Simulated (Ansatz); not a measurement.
# What BaPbO3 (Pm-3m) distorts into

Wanted: the energy along a soft mode of BaPbO3 (Pm-3m) and the structure at the end.

Main program and level: Ansatz 0.2.0; DFT PBEsol, scalar-relativistic, plane waves, PAW; PAW set soft_1.

## 1. Set-up

Symmetry: Pm-3m, No. 221, cubic system. Conventional cell: a = 4.281 Å, b = 4.281 Å, c = 4.281 Å, α = 90.00°, β = 90.00°, γ = 90.00°. Ba has 12 O at 3.03 Å nearest. Nearest to Pb lie 6 O at 2.14 Å. Nearest to O lie 2 Pb at 2.14 Å and 4 Ba at 3.03 Å. Farther neighbours and most contacts between anions are not listed.

As a file:

```cif
data_structure
_symmetry_space_group_name_H-M 'Pm-3m'
_symmetry_Int_Tables_number 221
_cell_length_a 4.2811
_cell_length_b 4.2811
_cell_length_c 4.2811
_cell_angle_alpha 90.000
_cell_angle_beta 90.000
_cell_angle_gamma 90.000
_cell_volume 78.46
loop_
_atom_site_label
_atom_site_type_symbol
_atom_site_symmetry_multiplicity
_atom_site_Wyckoff_symbol
_atom_site_fract_x
_atom_site_fract_y
_atom_site_fract_z
_atom_site_occupancy
Ba1 Ba 1 b 0.50000 0.50000 0.50000 1
Pb1 Pb 1 a 0.00000 0.00000 0.00000 1
O1 O 3 d 0.00000 0.50000 0.00000 1
```

## 2. Response at finite wavevector

The cell comes from relaxations at this level that are not shown. Stability and thermal properties need the whole zone. Linear response on a 4×4×4 q mesh gives force constants as far as a supercell of that size would.

Contents of input.yaml:

```yaml
crystal:
  lattice:
    - [4.2810684894, 0.0, 0.0]
    - [0.0, 4.2810684894, 0.0]
    - [0.0, 0.0, 4.2810684894]
  atoms:
    - { symbol: Ba, position: [0.5, 0.5, 0.5] }
    - { symbol: Pb, position: [0.0, 0.0, 0.0] }
    - { symbol: O, position: [0.0, 0.5, 0.0] }
    - { symbol: O, position: [0.0, 0.0, 0.5] }
    - { symbol: O, position: [0.5, 0.0, 0.0] }
kpoints:
  mp_grid: { grid: [8, 8, 8] }
hamiltonian:
  xc: pbesol
  pseudopotentials: { kind: paw, azcp: { folder: soft_1 }, xc_functional: pbe }
scf:
  occupations: { method: methfessel_paxton, width: 0.2 }
output:
  eigenvalues: true
phonons:
  method: dfpt
  qmesh: [4, 4, 4]
  temperatures: { t_max: 1000, t_step: 50 }
  qpath:
    path:
      - [[0.0, 0.0, 0.0], [0.0, 0.5, 0.0], [0.5, 0.5, 0.0], [0.0, 0.0, 0.0], [0.5, 0.5, 0.5], [0.0, 0.5, 0.0]]
      - [[0.5, 0.5, 0.5], [0.5, 0.5, 0.0]]
    npoints: 10
```

On the command line:

```sh
$ ansatz run input.yaml --threads 4 --pin off --max-ram 10240MiB --backend cpu --events-out ev --progress --plain --runs-dir out
```

Numbers of over 12 decimals in the logs are rounded to 6 here.

What it wrote:

```text
Engine: ansatz 0.2.0, aarch64-unknown-linux-gnu
Pseudopotentials: kind: paw
Pseudopotential: Ba, paw, valence charge 10, recommended cutoff 420 eV (normal), soft_1/Ba.paw.azcp
Pseudopotential: Pb, paw, valence charge 14, recommended cutoff 420 eV (normal), soft_1/Pb.paw.azcp
Pseudopotential: O, paw, valence charge 6, recommended cutoff 420 eV (normal), soft_1/O.paw.azcp
Functional definition: PBEsol
  exchange = pbesol_x
  correlation = pbesol_c
Crystal: 5 atoms, lattice volume = 78.461 Å³
Basis set: ecut = 420 eV, 1551 PW (Γ), exchange–correlation on 60×60×60 points (8 copies of the dense FFT grid, shifted against one another)
Bands: 26, of which v1, the nominal top of the filled ones, is band 21 counted from 1 (20 counted from 0)
Symmetry: 48 space group operations
k-points: 35 of 512
Non-local potential: Ba, projectors of the file, l = 0: 3, l = 1: 2, l = 2: 2, l = 3: 2
Non-local potential: Pb, projectors of the file, l = 0: 2, l = 1: 2, l = 2: 2, l = 3: 1
Non-local potential: O, projectors of the file, l = 0: 2, l = 1: 2, l = 2: 1
PAW form: soft (Blöchl's): semilocal exchange-correlation on the pseudo side does not see the compensation charge
PAW frozen core: Ba, regenerated for the run's functional, and the local potential with it (the file was generated under x = pbe(κ = 0.804, μ = 0.219515), c = pbe(β = 0.066725))
PAW frozen core: Pb, regenerated for the run's functional, and the local potential with it (the file was generated under x = pbe(κ = 0.804, μ = 0.219515), c = pbe(β = 0.066725))
PAW frozen core: O, regenerated for the run's functional, and the local potential with it (the file was generated under x = pbe(κ = 0.804, μ = 0.219515), c = pbe(β = 0.066725))
PAW one-centre angular grid: Ba, 194 points (default); XC on 64 Gauss nodes
PAW one-centre angular grid: Pb, 590 points (default); XC on 64 Gauss nodes
PAW one-centre angular grid: O, 110 points (default); XC on 64 Gauss nodes
Initial density: superposition of atomic densities (chi_scale 0.1, normalization cell, long waves kept (reshape's long-wave potential 0.00 eV rms))
Initial wavefunctions: pseudopotential atomic-orbital guess
Functional: x = pbesol(κ = 0.804, μ = 0.123457), c = pbesol(β = 0.046)
SCF iter   1: F=—  HF=-19304.939741 eV  |F-HF|=—  |Δ(HF+E_count)|=         —  Δρ=5.67e-2  dr2=3.60e0  ethr=3.10e-3  ⟨swp⟩=11.0  Hψ=6009  notcnv=0
preconditioner: auto → Resta (q_TF=auto, 2.458 Å⁻¹)  ε∞=4.8  [insulator: Δε(μ)=0.307 eV  Ē_g=13.648 eV  σ=0.200 eV  W_gap=0.63  n_scr=18 (ndim 8)  ℏωp=26.5 eV  f_vac=0.000  D(μ)=0.30/eV (n_scr^D=0)  ε∞_Penn≈4.8]
SCF iter   2: F=—  HF=-19304.046806 eV  |F-HF|=—  |Δ(HF+E_count)|=   8.93e-1  S|Δr|=    0.00e0  Δρ=3.21e-2  dr2=1.32e0  ethr=3.10e-3  ⟨swp⟩=3.9  Hψ=1927  notcnv=0  defer=31
SCF iter   3: F=—  HF=-19303.526638 eV  |F-HF|=—  |Δ(HF+E_count)|=   5.20e-1  S|Δr|=    0.00e0  Δρ=8.21e-3  dr2=7.98e-2  ethr=3.10e-3  ⟨swp⟩=4.2  Hψ=1737  notcnv=0  defer=31
SCF iter   4: F=—  HF=-19303.498164 eV  |F-HF|=—  |Δ(HF+E_count)|=   2.85e-2  S|Δr|=    0.00e0  Δρ=1.89e-3  dr2=2.73e-3  ethr=1.90e-4  ⟨swp⟩=3.4  Hψ=2055  notcnv=0  defer=31
SCF iter   5: F=—  HF=-19303.498124 eV  |F-HF|=—  |Δ(HF+E_count)|=   3.98e-5  S|Δr|=    0.00e0  Δρ=3.56e-4  dr2=1.19e-4  ethr=6.50e-6  ⟨swp⟩=2.6  Hψ=1578  notcnv=0  defer=31
SCF iter   6: F=—  HF=-19303.498117 eV  |F-HF|=—  |Δ(HF+E_count)|=   7.67e-6  S|Δr|=    0.00e0  Δρ=7.67e-5  dr2=3.44e-6  ethr=2.84e-7  ⟨swp⟩=2.5  Hψ=1722  notcnv=0  defer=31
SCF iter   7: F=—  HF=-19303.498119 eV  |F-HF|=—  |Δ(HF+E_count)|=   2.85e-6  S|Δr|=    0.00e0  Δρ=1.91e-5  dr2=2.85e-7  ethr=8.19e-9  ⟨swp⟩=2.1  Hψ=1515  notcnv=0  defer=31
SCF iter   8: F=—  HF=-19303.498120 eV  |F-HF|=—  |Δ(HF+E_count)|=   2.91e-7  S|Δr|=    0.00e0  Δρ=4.57e-6  dr2=1.93e-8  ethr=6.80e-10  ⟨swp⟩=2.1  Hψ=1412  notcnv=0  defer=31
SCF iter   9: F=—  HF=-19303.498120 eV  |F-HF|=—  |Δ(HF+E_count)|=   2.57e-8  S|Δr|=    0.00e0  Δρ=1.25e-6  dr2=1.34e-9  ethr=4.59e-11  ⟨swp⟩=2.6  Hψ=1764  notcnv=0  defer=31
SCF iter  10: F=—  HF=-19303.498120 eV  |F-HF|=—  |Δ(HF+E_count)|=  1.60e-10  S|Δr|=    0.00e0  Δρ=4.13e-7  dr2=8.02e-11  ethr=3.20e-12  ⟨swp⟩=2.2  Hψ=1576  notcnv=0  defer=31
SCF iter  11: F=-19303.498120 eV  HF=-19303.498120 eV  |F-HF|=3.64e-12  |Δ(HF+E_count)|=  7.28e-12  S|Δr|=    0.00e0  Δρ=7.23e-8  dr2=2.64e-12  ethr=1.00e-12  ⟨swp⟩=18.6  Hψ=7142  notcnv=0
SCF 1 converged in 11 iterations: F = -19303.498120 eV  dr2 = 2.64e-12
  greatest PAW one-centre occupation: 0.986 electrons in one spin orbital (limit 2), on the Pb atom at site 1 (counted from 0), in its partial waves of l = 2
Initial density: read from a saved state, or passed on in memory by an earlier SCF of this step, an earlier step, the calling program or the single point that the run made first
iter 1 solved again at ethr=5.90e-7 eV; its pass at ethr=3.10e-3 eV (dr2=2.48e-4 eV) is discarded
SCF iter   1: F=—  HF=-19303.498120 eV  |F-HF|=—  |Δ(HF+E_count)|=         —  Δρ=2.06e-6  dr2=1.59e-9  ethr=5.90e-7  ⟨swp⟩=3.5  Hψ=7895  notcnv=0
eigensolver tolerance schedule: the retry pair's looser diagonalisation over-reported the residual by 155844.68 of it (diagonalisation noise at an unbounded share of the residual, at the tolerance the schedule requests for it); recorded, not acted on — ethr = c·dr2/N_el stays at c = 1.0e-1
preconditioner: auto → Kerker (q_TF=auto, 2.458 Å⁻¹)  [metal: Δε(μ)=0.001 eV  Ē_g=15.630 eV  σ=0.200 eV  W_gap=0.01  n_scr=18 (ndim 8)  ℏωp=27.2 eV  f_vac=0.000  D(μ)=1.01/eV (n_scr^D=6)]
SCF iter   2: F=—  HF=-19303.498120 eV  |F-HF|=—  |Δ(HF+E_count)|=   4.65e-7  S|Δr|=    0.00e0  Δρ=1.01e-6  dr2=2.51e-10  ethr=3.79e-12  ⟨swp⟩=5.2  Hψ=2956  notcnv=0
SCF iter   3: F=—  HF=-19303.498120 eV  |F-HF|=—  |Δ(HF+E_count)|=  6.18e-11  S|Δr|=    0.00e0  Δρ=6.69e-7  dr2=1.24e-10  ethr=1.00e-12  ⟨swp⟩=1.2  Hψ=920  notcnv=0
SCF iter   4: F=—  HF=-19303.498120 eV  |F-HF|=—  |Δ(HF+E_count)|=  2.55e-11  S|Δr|=    0.00e0  Δρ=3.34e-7  dr2=4.09e-11  ethr=1.00e-12  ⟨swp⟩=1.3  Hψ=919  notcnv=0
SCF iter   5: F=—  HF=-19303.498120 eV  |F-HF|=—  |Δ(HF+E_count)|=  7.28e-12  S|Δr|=    0.00e0  Δρ=2.64e-7  dr2=2.62e-11  ethr=1.00e-12  ⟨swp⟩=1.3  Hψ=938  notcnv=0
SCF iter   6: F=—  HF=-19303.498120 eV  |F-HF|=—  |Δ(HF+E_count)|=    0.00e0  S|Δr|=    0.00e0  Δρ=1.93e-7  dr2=1.41e-11  ethr=1.00e-12  ⟨swp⟩=1.2  Hψ=932  notcnv=0
SCF iter   7: F=-19303.498120 eV  HF=-19303.498120 eV  |F-HF|=3.64e-12  |Δ(HF+E_count)|=  7.28e-12  S|Δr|=    0.00e0  Δρ=1.08e-7  dr2=4.47e-12  ethr=1.00e-12  ⟨swp⟩=5.6  Hψ=3002  notcnv=0
SCF 2 converged in 7 iterations: F = -19303.498120 eV  dr2 = 4.47e-12
phonons: the bands overlap, so this run is a metal and interpolates without the dipole-dipole term. If the crystal is really an insulator or semiconductor, its LO-TO splitting is missing
NSCF: frozen V_eff on 35 k-points
WARN: eigensolver did not converge in 5 slots of this pass, the one above among them; of largest residual over every band (k=13): 1 band(s) unlocked (lowest unlocked band 25, counted from 0; max residual 3.88e-5 eV among the unlocked bands, 3.88e-5 eV over every band); of lowest unlocked band (k=13): band 25
NSCF: frozen V_eff on 125 k-points
DFPT response loops at q = (0, 0, 0) (fractional): preconditioner auto → Kerker (q_TF=auto, 2.458 Å⁻¹) (partly filled bands, converged f_vac=0.000); β = 1.00, the filter's whole step (`scf.mixing.beta` (0.50) is not read by the response loops under this deck's `scf.mixing.preconditioner`; to damp them name `kerker` or `kerker_dos`, under which they read `scf.mixing.beta`, and type it under 1.00, their step now; both keys bind the ground state too); Broyden in place of MSR1
NSCF: frozen V_eff on 400 k-points
DFPT response loops at q = (0, 0, 0.25) (fractional): mixed as the last ones told, above
NSCF: frozen V_eff on 250 k-points
DFPT response loops at q = (0, 0, -0.5) (fractional): mixed as the last ones told, above
NSCF: frozen V_eff on 640 k-points
DFPT response loops at q = (0, 0.25, 0.25) (fractional): mixed as the last ones told, above
NSCF: frozen V_eff on 400 k-points
DFPT response loops at q = (0, 0.25, -0.5) (fractional): mixed as the last ones told, above
NSCF: frozen V_eff on 250 k-points
DFPT response loops at q = (0, -0.5, -0.5) (fractional): mixed as the last ones told, above
NSCF: frozen V_eff on 1024 k-points
DFPT response loops at q = (0.25, 0.25, 0.25) (fractional): mixed as the last ones told, above
NSCF: frozen V_eff on 640 k-points
DFPT response loops at q = (0.25, 0.25, -0.5) (fractional): mixed as the last ones told, above
NSCF: frozen V_eff on 400 k-points
DFPT response loops at q = (0.25, -0.5, -0.5) (fractional): mixed as the last ones told, above
NSCF: frozen V_eff on 250 k-points
DFPT response loops at q = (-0.5, -0.5, -0.5) (fractional): mixed as the last ones told, above
SCF converged after 11 iterations
Stability not checked: this state was not tested for a lower state beside it, because cold or Methfessel-Paxton smearing, or corrected tetrahedra, fill the levels in a way that the test cannot read (fill_not_monotonic; see scf.lower_state_search)
Free energy (F): -19303.498120 eV
Harris-Foulkes:  -19303.498120 eV  (|F-HF|=3.64e-12)
Internal energy: -19303.509129 eV  (E = F + TS)
E sigma→0 (E₀):  -19303.500872 eV
Entropy (-TS):   0.011009 eV (2.202 meV/atom)
Fermi energy:    9.133921 eV
--- Per-component energies (eV) ---
  E_band       = -15.329036
  E_kinetic    = 958.979891
  E_local      = -2322.977761  (includes V_loc(G=0)·N_el)
  E_nonlocal   = 567.517733
  E_hartree    = 888.829646
  E_xc         = -608.539443
  E_vxc        = -533.905020  (∫ρ·V_xc dr)
  E_paw        = -15836.631062  (= ΣΔE_a)
  E_vpaw       = -462.605330  (= ΣTr[D̂ρ^β])
  E_aug_tail   = 0.002234  (compensation charges beyond the density's cutoff)
  E_ewald      = -2951.009838
  E_core_change = 0.319471  (= ΣΔE_core)
  E_smearing   = 0.011009  (= −TS)
  E_closure    = -0.000000  (closes the sum)
  Σ components = -19303.498120   (vs F -19303.498120, Δ=0.00e0)
--- Band table (eV; the first three rows and the last of 35) ---
  k-point 0: bands = [... 17 lower, 8.1490, 8.1490, 8.5166, 8.5166, 8.5166, 13.8033, 13.8033, 15.5002, ... 1 higher]
  k-point 1: bands = [... 17 lower, 8.1201, 8.1201, 8.4847, 8.4847, 8.9870, 14.0241, 14.0325, 15.7890, ... 1 higher]
  k-point 2: bands = [... 17 lower, 8.0625, 8.0625, 8.4093, 8.4093, 10.3010, 14.5671, 14.6166, 16.2365, ... 1 higher]
  k-point 34: bands = [... 17 lower, 9.0650, 9.0650, 9.1350, 9.1350, 13.9133, 13.9133, 13.9133, 15.8997, ... 1 higher]
--- Phonons (Γ-DFPT): 4 representative perturbations + reference (Σ response iterations 13) ---
  ASR residual: 4.749e-5 → 0.000e0 eV/Å²; symmetrization residual: 1.159e-6 eV/Å²
  ASR residual per site (eV/Å²): 2.54e-6 4.59e-6 4.75e-5 4.75e-5 4.75e-5
  Γ frequencies (cm⁻¹): 0.00 0.00 0.00 44.03 44.03 44.03 83.25 83.25 83.25 130.93 130.93 130.93 564.33 564.33 564.33
--- Phonons (arbitrary-q DFPT): 10 irreducible q on the 4×4×4 mesh ---
  q = [0.0000, 0.0000, 0.0000] (star 1, of the zone-centre solve; hermiticity 1.32e-7, symmetrization 2.97e-12): -0.00 0.00 0.00 44.03 44.03 44.03 83.25 83.25 83.25 130.93 130.93 130.93 564.33 564.33 564.33
  q = [0.0000, 0.0000, 0.2500] (star 6, 9 solved perturbations in 1560 linear systems a pass and spin channel, the states on 200 of 512 k-point pairs; hermiticity 2.93e-7, symmetrization 7.18e-13): 40.24 40.24 59.88 59.88 78.71 102.07 102.07 110.73 125.24 130.52 130.52 222.60 568.14 568.14 578.99
  q = [0.0000, 0.0000, -0.5000] (star 3, 9 solved perturbations in 975 linear systems a pass and spin channel, the states on 125 of 512 k-point pairs; hermiticity 6.49e-8, symmetrization 6.74e-13): 52.50 52.50 72.47 72.47 99.59 120.57 120.57 131.22 131.22 135.00 161.43 282.16 572.01 572.01 591.25
  q = [0.0000, 0.2500, 0.2500] (star 12, 9 solved perturbations in 2460 linear systems a pass and spin channel, the states on 320 of 512 k-point pairs; hermiticity 2.97e-7, symmetrization 2.16e-14): -80.03 35.87 51.64 76.11 77.70 97.10 116.52 124.20 132.11 162.94 168.76 264.70 501.38 572.09 626.66
  q = [0.0000, 0.2500, -0.5000] (star 12, 15 solved perturbations on 200 of 512 k-point pairs; hermiticity 1.87e-7, symmetrization 1.44e-14): -108.48 51.83 57.89 64.51 87.47 111.47 131.45 135.44 146.01 174.53 196.12 285.98 468.09 575.98 635.81
  q = [0.0000, -0.5000, -0.5000] (star 3, 9 solved perturbations in 975 linear systems a pass and spin channel, the states on 125 of 512 k-point pairs; hermiticity 1.32e-7, symmetrization 1.99e-13): -150.23 27.50 27.50 60.67 97.27 136.14 136.14 142.10 142.10 208.80 208.80 292.64 310.37 579.82 642.33
  q = [0.2500, 0.2500, 0.2500] (star 8, 4 solved perturbations in 1376 linear systems a pass and spin channel, the states on 512 of 512 k-point pairs; hermiticity 1.77e-7, symmetrization 3.12e-13): -99.26 -62.26 -62.26 56.66 56.66 73.53 141.93 148.70 148.70 195.12 195.12 270.90 503.83 503.83 646.44
  q = [0.2500, 0.2500, -0.5000] (star 12, 9 solved perturbations in 2460 linear systems a pass and spin channel, the states on 320 of 512 k-point pairs; hermiticity 1.64e-7, symmetrization 1.65e-13): -125.05 -93.47 -68.70 61.26 63.54 66.84 147.61 149.67 183.02 206.11 215.13 274.94 451.50 506.94 652.68
  q = [0.2500, -0.5000, -0.5000] (star 6, 9 solved perturbations in 1560 linear systems a pass and spin channel, the states on 200 of 512 k-point pairs; hermiticity 1.06e-7, symmetrization 1.21e-13): -157.67 -113.92 -113.92 63.82 63.82 65.67 150.33 184.53 184.53 226.15 226.15 268.53 316.05 493.26 656.44
  q = [-0.5000, -0.5000, -0.5000] (star 1, 4 solved perturbations in 350 linear systems a pass and spin channel, the states on 125 of 512 k-point pairs; hermiticity 5.43e-8, symmetrization 1.53e-13): -163.44 -163.44 -163.44 65.58 65.58 65.58 189.91 189.91 189.91 240.92 240.92 240.92 319.76 319.76 658.28
  sum rule: each row above includes the acoustic sum rule's correction from the zone centre's row sums; it moved no ω² by more than (0.90 cm⁻¹)²
  mesh force constants: q→R imaginary residual 1.21e-18; ASR residual 4.749e-5 → 0.000e0 eV/Å²; symmetrization residual 1.421e-14 eV/Å²
  interpolated dispersion: 62 rows × 15 modes
  density of states and harmonic sums: on the 16×16×16 q-mesh, interpolated from the force constants of a 4×4×4 supercell (no non-analytic term)
  largest difference from the sums on the solved wave vectors: F 7.52e-2 eV, S 9.08e-5 and C_V 2.16e-5 eV/K
  zero-point energy: 0.185078 eV/cell   skipped modes (ω ≤ 0): 251, of them read as no rigid motion or as one in doubt: 248 (1.552e0 modes/cell left out, lowest -163.44 cm⁻¹)   left out of the sums: 1.03e-1 of the cell's modes: C_V's classical limit lies that fraction below 3 k_B per atom; for a crystal, a wire or a layer, F and S can be off by more, and a phonons.interpolated_qmesh denser along its periods is the remedy for the sampling
```

Wall time 11 min (4 threads of Arm Neoverse V2, shared host); peak memory 2.6 GiB.

Numbers from this step:

| Item | Value |
| --- | --- |
| volume per atom | 15.69 Å³ |
| gap on the k-mesh | 0 eV |
| sum-rule residual before enforcement | 4.75e-5 eV/Å² |
| lowest frequency on the path | -163.4 cm⁻¹ |
| point group | m-3m |
| highest frequency on the path or at a solved wavevector | 659.7 cm⁻¹ |
| highest optical mode at the zone centre (no LO-TO term) | 564.3 cm⁻¹ |
| lowest optical zone-centre mode | 44.03 cm⁻¹ |
| lowest mode on the q mesh (acoustic modes at Γ apart) | -163.4 cm⁻¹ |

Frequencies (cm⁻¹) solved at each irreducible wavevector; negative means imaginary. Frequencies by wavevector, by row:

| q in reciprocal lattice units | star | mode 1 | mode 2 | mode 3 | mode 4 | mode 13 | mode 14 | mode 15 |
| --- | --- | --- | --- | --- | --- | --- | --- | --- |
| 0 0 0 | 1 | 0 | 0 | 0 | 44 | 564.3 | 564.3 | 564.3 |
| 0 0 0.25 | 6 | 40.2 | 40.2 | 59.9 | 59.9 | 568.1 | 568.1 | 579 |
| 0 0 -0.5 | 3 | 52.5 | 52.5 | 72.5 | 72.5 | 572 | 572 | 591.2 |
| 0 0.25 0.25 | 12 | -80 | 35.9 | 51.6 | 76.1 | 501.4 | 572.1 | 626.7 |
| 0 0.25 -0.5 | 12 | -108.5 | 51.8 | 57.9 | 64.5 | 468.1 | 576 | 635.8 |
| 0 -0.5 -0.5 | 3 | -150.2 | 27.5 | 27.5 | 60.7 | 310.4 | 579.8 | 642.3 |
| 0.25 0.25 0.25 | 8 | -99.3 | -62.3 | -62.3 | 56.7 | 503.8 | 503.8 | 646.4 |
| 0.25 0.25 -0.5 | 12 | -125 | -93.5 | -68.7 | 61.3 | 451.5 | 506.9 | 652.7 |
| 0.25 -0.5 -0.5 | 6 | -157.7 | -113.9 | -113.9 | 63.8 | 316.1 | 493.3 | 656.4 |
| -0.5 -0.5 -0.5 | 1 | -163.4 | -163.4 | -163.4 | 65.6 | 319.8 | 319.8 | 658.3 |

Interpolated from a 4×4×4 q mesh. The phonon branches at the labelled points (cm⁻¹):

| point | branch 1 | branch 2 | branch 3 | branch 4 | branch 12 | branch 13 | branch 14 | branch 15 |
| --- | --- | --- | --- | --- | --- | --- | --- | --- |
| Γ | 0 | 0 | 0 | 44 | 131 | 564 | 564 | 564 |
| halfway | 40 | 40 | 60 | 60 | 223 | 568 | 568 | 579 |
| X | 52 | 52 | 72 | 72 | 282 | 572 | 572 | 591 |
| halfway | -108 | 52 | 58 | 64 | 286 | 468 | 576 | 636 |
| M | -150 | 28 | 28 | 61 | 293 | 310 | 580 | 642 |
| halfway | -80 | 36 | 52 | 76 | 265 | 501 | 572 | 627 |
| Γ | 0 | 0 | 0 | 44 | 131 | 564 | 564 | 564 |
| halfway | -99 | -62 | -62 | 57 | 271 | 504 | 504 | 646 |
| R | -163 | -163 | -163 | 66 | 241 | 320 | 320 | 658 |
| halfway | -125 | -94 | -69 | 61 | 275 | 452 | 507 | 653 |
| X | 52 | 52 | 72 | 72 | 282 | 572 | 572 | 591 |
| jump to R | -163 | -163 | -163 | 66 | 241 | 320 | 320 | 658 |
| halfway | -158 | -114 | -114 | 64 | 268 | 316 | 493 | 656 |
| M | -150 | 28 | 28 | 61 | 293 | 310 | 580 | 642 |

Symmetry leaves 10 wavevectors to solve. The lowest mode among them, the acoustic zeros apart, lies at q = (-0.5, -0.5, -0.5) and is imaginary, 163.4i cm⁻¹, so the energy falls along it.

[end of part 1 of 3]

[Logs are printed without paths, hosts, clocks, repeated set-up lines and the standing remarks that a program may print on its own settings, such as how far it seeks lower states.]

[Hosts, paths, dates, database ids (printed as entryN), source tags and the programs' standing remarks are cut or masked in the printed files.]
